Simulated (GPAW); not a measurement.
The O K edge of atom 5 in CrClO (Pmmn), with 2 Cr at 1.98 Å and 2 Cr at 2.03 Å (4-fold, site symmetry mm2), was computed in 2 ways: full core hole (charged cell) and no core hole. Program and functional: GPAW, LDA + U, Gaussian full width 0.9 eV up to 4 eV, rising linearly to 3.5 eV at 25 eV; cells of 6 and 12 atoms (the run without a hole in the smaller).

Each run is counted from its own lowest empty level or Fermi level and scaled to a mean of 1 over its first 20 eV.

| E (eV) | run 1 | run 2 |
| --- | --- | --- |
| -2.0 | 0.00 | 0.00 |
| -1.4 | 0.00 | 0.00 |
| -0.8 | 0.03 | 0.03 |
| -0.2 | 0.45 | 0.55 |
| 0.4 | 1.21 | 1.47 |
| 1.0 | 1.55 | 1.19 |
| 1.6 | 1.45 | 1.03 |
| 2.2 | 1.77 | 1.46 |
| 2.8 | 1.55 | 1.42 |
| 3.4 | 1.20 | 0.97 |
| 4.0 | 0.34 | 0.25 |
| 4.6 | 0.18 | 0.12 |
| 5.2 | 0.38 | 0.31 |
| 5.8 | 0.67 | 0.67 |
| 6.4 | 0.90 | 1.12 |
| 7.0 | 0.93 | 1.34 |
| 7.6 | 0.91 | 1.36 |
| 8.2 | 1.06 | 1.43 |
| 8.8 | 1.32 | 1.58 |
| 9.4 | 1.48 | 1.65 |
| 10.0 | 1.47 | 1.50 |
| 10.6 | 1.28 | 1.27 |
| 11.2 | 1.07 | 1.10 |
| 11.8 | 1.01 | 1.04 |
| 12.4 | 1.06 | 1.07 |
| 13.0 | 1.12 | 1.06 |
| 13.6 | 1.07 | 0.95 |
| 14.2 | 0.93 | 0.78 |
| 14.8 | 0.81 | 0.68 |
| 15.4 | 0.75 | 0.67 |
| 16.0 | 0.75 | 0.71 |
| 16.6 | 0.79 | 0.75 |
| 17.2 | 0.81 | 0.78 |
| 17.8 | 0.83 | 0.81 |
| 18.4 | 0.83 | 0.83 |
| 19.0 | 0.82 | 0.83 |
| 19.6 | 0.79 | 0.82 |
| 20.2 | 0.74 | 0.79 |
| 20.8 | 0.70 | 0.74 |
| 21.4 | 0.64 | 0.67 |
| 22.0 | 0.59 | 0.61 |
| 22.6 | 0.55 | 0.55 |
| 23.2 | 0.51 | 0.52 |
| 23.8 | 0.50 | 0.51 |
| 24.4 | 0.49 | 0.52 |
| 25.0 | 0.48 | 0.54 |
| 25.6 | 0.48 | 0.56 |
| 26.2 | 0.47 | 0.57 |
| 26.8 | 0.47 | 0.58 |
| 27.4 | 0.46 | 0.59 |
| 28.0 | 0.47 | 0.59 |
| 28.6 | 0.48 | 0.61 |
| 29.2 | 0.50 | 0.63 |
| 29.8 | 0.54 | 0.68 |
| 30.4 | 0.57 | 0.74 |
| 31.0 | 0.61 | 0.81 |
| 31.6 | 0.65 | 0.87 |

Q: Which run is which?

Run 1: no core hole (area from −2 to 6 eV 6.4, main maxima 1.0 eV (1.55), 2.3 eV (1.80), 9.7 eV (1.50) and 13.1 eV (1.12)). Run 2: full core hole (charged cell) (area from −2 to 6 eV 5.6, main maxima 0.5 eV (1.48), 2.5 eV (1.56), 9.3 eV (1.66) and 12.7 eV (1.08)). With each curve scaled to its own mean, the area from −2 to 6 eV with the hole is 5.6 against 6.4, and the centre of weight from −1 to 20 eV moves by +0.1 eV (first and strongest maxima below 20 eV: 1.0 eV (1.55), 2.3 eV (1.80) and 9.7 eV (1.50) without the hole, 0.5 eV (1.48), 2.5 eV (1.56) and 9.3 eV (1.66) with it): the weight at the onset falls, probably as the absorber's own filled states drop away from the neighbours' empty ones and mix less with them.

[Hosts, paths, dates, database ids (printed as entryN), source tags and the programs' standing remarks are cut or masked in the printed files.]

[Lists of maxima count a maximum above −3 eV only where it reaches 4 % of the highest in the window and stands out from its surroundings by 2 % of it (1.5 % where it reaches 55 %); shoulders and weaker maxima are passed over, and of the rest the first, up to two pre-edge ones and the few strongest are named.]
